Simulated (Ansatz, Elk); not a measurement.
## How far do independent atoms describe VRuC2?

The structure of VRuC2 used here is made up (a known structure type with other elements) and was relaxed beforehand with PBE. The aim is the Fourier transform of its all-electron density, F(hkl), set beside the sum over free spherical atoms that refinements use.

Calculated with Elk 11.2.3 (patched build); DFT, PBE, all-electron APW+lo, Dirac cores, scalar-relativistic bands, static density, no spin.

This account leaves out most program logs.

The structure was built from a prototype and need not be the compound's stable phase.

### Step 1. The structure

Symmetry: P4/mmm, No. 123, tetragonal system. Conventional cell: a = 2.987 Å, b = 2.987 Å, c = 4.271 Å, α = 90.00°, β = 90.00°, γ = 90.00°. Nearest to Ru lie 6 C at 2.11 to 2.14 Å. Nearest to V lie 6 C at 2.11 to 2.14 Å. Nearest to C lie 4 Ru at 2.11 Å and 2 V at 2.14 Å. C has 4 V at 2.11 Å and 2 Ru at 2.14 Å nearest. Farther neighbours are not listed.

Coordinates:

```cif
data_structure
_symmetry_space_group_name_H-M 'P4/mmm'
_symmetry_Int_Tables_number 123
_cell_length_a 2.9870
_cell_length_b 2.9870
_cell_length_c 4.2709
_cell_angle_alpha 90.000
_cell_angle_beta 90.000
_cell_angle_gamma 90.000
_cell_volume 38.10
loop_
_atom_site_label
_atom_site_type_symbol
_atom_site_symmetry_multiplicity
_atom_site_Wyckoff_symbol
_atom_site_fract_x
_atom_site_fract_y
_atom_site_fract_z
_atom_site_occupancy
Ru1 Ru 1 a 0.00000 0.00000 0.00000 1
V1 V 1 d 0.50000 0.50000 0.50000 1
C1 C 1 c 0.50000 0.50000 0.00000 1
C2 C 1 b 0.00000 0.00000 0.50000 1
```

### Step 2. Ground state and structure factors

An all-electron density is needed, since X-rays see the cores too. Task 0 finds the density and task 195 Fourier-transforms it; tshift is off so that phases refer to the origin typed.

elk.in

```
tasks
  0
  195

xctype
  20

spinpol
  .false.

rgkmax
  7.0

gmaxvr
  14.0

lmaxo
  7

lmaxapw
  8

swidth
  0.002

tshift
  .false.

ramdisk
  .false.

hmaxvr
  5.5

maxscl
  120

epspot
  1e-06

sppath
  './'

avec
  5.64456376734 0.00000000000 0.00000000000
  0.00000000000 5.64456376734 0.00000000000
  0.00000000000 0.00000000000 8.07074585468

atoms
  3
  'Ru.in'
  1
  0.0000000000 0.0000000000 0.0000000000   0.000000 0.000000 0.000000
  'V.in'
  1
  0.5000000000 0.5000000000 0.5000000000   0.000000 0.000000 0.000000
  'C.in'
  2
  0.5000000000 0.5000000000 0.0000000000   0.000000 0.000000 0.000000
  -0.0000000000 -0.0000000000 0.5000000000   0.000000 0.000000 0.000000

ngridk
  8 8 5
```

Started as:

```sh
$ OMP_NUM_THREADS=4 elk
```

Run time: 21 s. Hardware: 4 threads of Arm Neoverse V2, shared host; peak memory 0.16 GiB; 67 s of CPU time.

SFACRHO.OUT:

```text

h k l indices transformed by vhmat matrix:
   1.000000000       0.000000000       0.000000000    
   0.000000000       1.000000000       0.000000000    
   0.000000000       0.000000000       1.000000000    

      h      k      l  multipl.   |H|            Re(F)            Im(F)           |F|

      0      0      0      1   0.0000000       79.000000      0.72856907E-16   79.000000    
      0      0      1      2  0.77851359       19.734467      0.24072048E-14   19.734467    
      1      0      0      4   1.1131392       18.754091      0.25799032E-14   18.754091    
      0      1     -1      8   1.3583675       43.952776      0.11192834E-14   43.952776    
      0      0     -2      2   1.5570272       55.434510      0.46166722E-14   55.434510    
     -1      1      0      4   1.5742166       55.019210      0.35589292E-14   55.019210    
     -1     -1      1      8   1.7562008       16.604361     -0.93638285E-15   16.604361    
      0     -1      2      8   1.9140043       16.141127      0.91104815E-15   16.141127    
     -1      1     -2      8   2.2141571       45.976341      0.41501090E-14   45.976341    
      2      0      0      4   2.2262784       45.812659     -0.37371398E-14   45.812659    
      0      0     -3      2   2.3355408       14.821673     -0.56790897E-14   14.821673    
     -2      0     -1      8   2.3584739       15.038873     -0.42794524E-14   15.038873    
     -2      1      0      8   2.4890550       14.600284     -0.80262445E-14   14.600284    
      0      1     -3      8   2.5872436       34.077787      0.12943629E-13   34.077787    
     -2      1      1     16   2.6079643       33.889150      0.34772345E-14   33.889150    
      0      2      2      8   2.7167350       40.706049     -0.64996476E-14   40.706049    
     -1      1      3      8   2.8165419       13.974544      0.51816827E-14   13.974544    
     -2     -1      2     16   2.9359374       13.802666     -0.24781587E-14   13.802666
```

Elk indexes on the primitive cell of elk.in and gives |H| = 4π sin θ/λ in inverse bohr. Below, one row stands for each form hkl of the conventional cell (m members, Friedel mates merged), F is for one primitive cell and the density is static (no thermal factor). Free-atom factors are Waasmaier and Kirfel's, and R is Σm||F|−|F'||/Σm|F|. Elk warned that it couldn't find a linearisation energy, which lowers the accuracy of some states in this run and its variants.

| hkl | m | sin θ/λ (Å⁻¹) | abs F, DFT | neutral atoms | diff. |
| --- | --- | --- | --- | --- | --- |
| 001 | 2 | 0.117 | 19.735 | 20.000 | -0.265 |
| 100 | 4 | 0.167 | 18.754 | 18.886 | -0.132 |
| 101 | 8 | 0.204 | 43.953 | 44.718 | -0.765 |
| 002 | 2 | 0.234 | 55.434 | 55.389 | +0.046 |
| 110 | 4 | 0.237 | 55.019 | 55.112 | -0.092 |
| 111 | 8 | 0.264 | 16.604 | 16.580 | +0.024 |
| 102 | 8 | 0.288 | 16.141 | 16.086 | +0.055 |
| 112 | 8 | 0.333 | 45.976 | 46.067 | -0.090 |
| 200 | 4 | 0.335 | 45.813 | 45.919 | -0.106 |
| 003 | 2 | 0.351 | 14.822 | 14.940 | -0.118 |
| 201 | 8 | 0.355 | 15.039 | 14.884 | +0.155 |
| 210 | 8 | 0.374 | 14.600 | 14.581 | +0.019 |
| 103 | 8 | 0.389 | 34.078 | 33.941 | +0.136 |
| 211 | 16 | 0.392 | 33.889 | 33.782 | +0.107 |
| 202 | 8 | 0.408 | 40.706 | 40.629 | +0.077 |
| 113 | 8 | 0.424 | 13.975 | 13.904 | +0.070 |
| 212 | 16 | 0.442 | 13.803 | 13.684 | +0.119 |
| 004 | 2 | 0.468 | 37.438 | 37.236 | +0.202 |

### Step 3. The highest occupied states alone

An energy window below the Fermi level keeps the highest occupied states, to see at which angles they scatter; shallow core shells can lie inside it and anion s states outside. No new self-consistency is needed.

elk.in: that of step 2 with these lines changed.

```diff
@@ -1,3 +1,2 @@
 tasks
-  0
   195
@@ -40,2 +39,5 @@
 
+wsfac
+  0.016740 0.757740
+
 sppath
```

Started as:

```sh
$ OMP_NUM_THREADS=4 elk
```

The job ended after 3.8 s (4 threads; peak memory 0.17 GiB; 5.8 s of CPU time).

States within 12 eV below the Fermi level hold 19.60 electrons; any levels below the window count with the cores, and a count that is not whole means the window cuts a band. Their amplitudes can exceed the total, where window and core parts have opposite phase:

| hkl | sin θ/λ (Å⁻¹) | abs F, window | abs F, all |
| --- | --- | --- | --- |
| 001 | 0.117 | 1.749 | 19.735 |
| 100 | 0.167 | 1.810 | 18.754 |
| 101 | 0.204 | 0.760 | 43.953 |
| 002 | 0.234 | 5.437 | 55.434 |
| 110 | 0.237 | 5.190 | 55.019 |
| 111 | 0.264 | 0.338 | 16.604 |
| 102 | 0.288 | 0.306 | 16.141 |
| 112 | 0.333 | 1.955 | 45.976 |
| 200 | 0.335 | 1.915 | 45.813 |
| 003 | 0.351 | 0.366 | 14.822 |

### Step 4. Another functional

The difference from free atoms is small, so it is set against the change that LDA (Perdew-Wang) makes.

elk.in: that of step 3 with these lines changed.

```diff
@@ -1,2 +1,3 @@
 tasks
+  0
   195
@@ -4,3 +5,3 @@
 xctype
-  20
+  3
 
@@ -39,5 +40,2 @@
 
-wsfac
-  0.016740 0.757740
-
 sppath
```

Started as:

```sh
$ OMP_NUM_THREADS=4 elk
```

The job ended after 12 s (4 threads; peak memory 0.17 GiB).

Against the first run R = 0.04 %; the largest change is -0.026 at 002.

### Step 5. Basis size

A smaller basis shows how fast F responds to it; the change is likely larger than the basis error of the first run, but doesn't show convergence.

elk.in: that of step 4 with these lines changed.

```diff
@@ -5,3 +5,3 @@
 xctype
-  3
+  20
 
@@ -11,3 +11,3 @@
 rgkmax
-  7.0
+  5.5
```

Started as:

```sh
$ OMP_NUM_THREADS=4 elk
```

It took 21 s on 4 threads; peak memory 0.17 GiB.

Against the first run R = 0.05 %; the largest change is -0.057 at 002.

### Step 6. A coarser k-mesh

About half the k-points along each axis test the sampling.

elk.in: that of step 5 with these lines changed.

```diff
@@ -11,3 +11,3 @@
 rgkmax
-  5.5
+  7.0
 
@@ -62,2 +62,2 @@
 ngridk
-  8 8 5
+  4 4 2
```

Started as:

```sh
$ OMP_NUM_THREADS=4 elk
```

The job ended after 11 s (4 threads; peak memory 0.17 GiB; 27 s of CPU time).

Against the first run R = 0.05 %; the largest change is +0.045 at 002.

### Step 7. Settings against the effect

| run | R against the first run (%) | R against neutral atoms, low angle (%) | wall time |
| --- | --- | --- | --- |
| PBE, rgkmax 7 | 0.00 | 0.78 | 21 s |
| LDA (Perdew-Wang) | 0.04 | 0.78 | 12 s |
| rgkmax 5.5 | 0.05 | 0.78 | 21 s |
| k-mesh 4×4×2 | 0.05 | 0.77 | 11 s |

### Step 8. Outcome

- R against neutral atoms, sin θ/λ < 0.3 Å⁻¹: 0.78 %
- R against neutral atoms, 0.3 to 0.83 Å⁻¹: 0.31 %

In words: Independent neutral atoms miss the calculated amplitudes by R = 0.78 % below 0.3 Å⁻¹ and 0.31 % from there to 0.83 Å⁻¹; by shells, 1.35 % below 0.15 Å⁻¹ (1 form), 0.76 % 0.15 to 0.3 (6 forms), 0.38 % 0.3 to 0.45 (10 forms), 0.30 % above 0.45 (58 forms). Bonding, aspherical density and the tables' own atoms all enter these figures, and the runs don't part them. The largest change of an amplitude is -0.77 electrons, at 101. The window's part falls from 19.6 electrons at the origin to at most 0.39 between 0.45 and 0.83 Å⁻¹. Below 0.3 Å⁻¹ the changes that finished (LDA (Perdew-Wang), rgkmax 5.5 and k-mesh 4×4×2) move F by R = 0.06 % at most, against the 0.78 % that separates it from free atoms. These runs have no spin, though d or f shells may be open. Part of the difference isn't bonding: the tables are fits to free atoms and ions calculated by other methods than this functional. Thermal motion, anomalous dispersion and extinction are left out.

[Logs are printed without paths, hosts, clocks, repeated set-up lines and the standing remarks that a program may print on its own settings, such as how far it seeks lower states.]

[Hosts, paths, dates, database ids (printed as entryN), source tags and the programs' standing remarks are cut or masked in the printed files.]
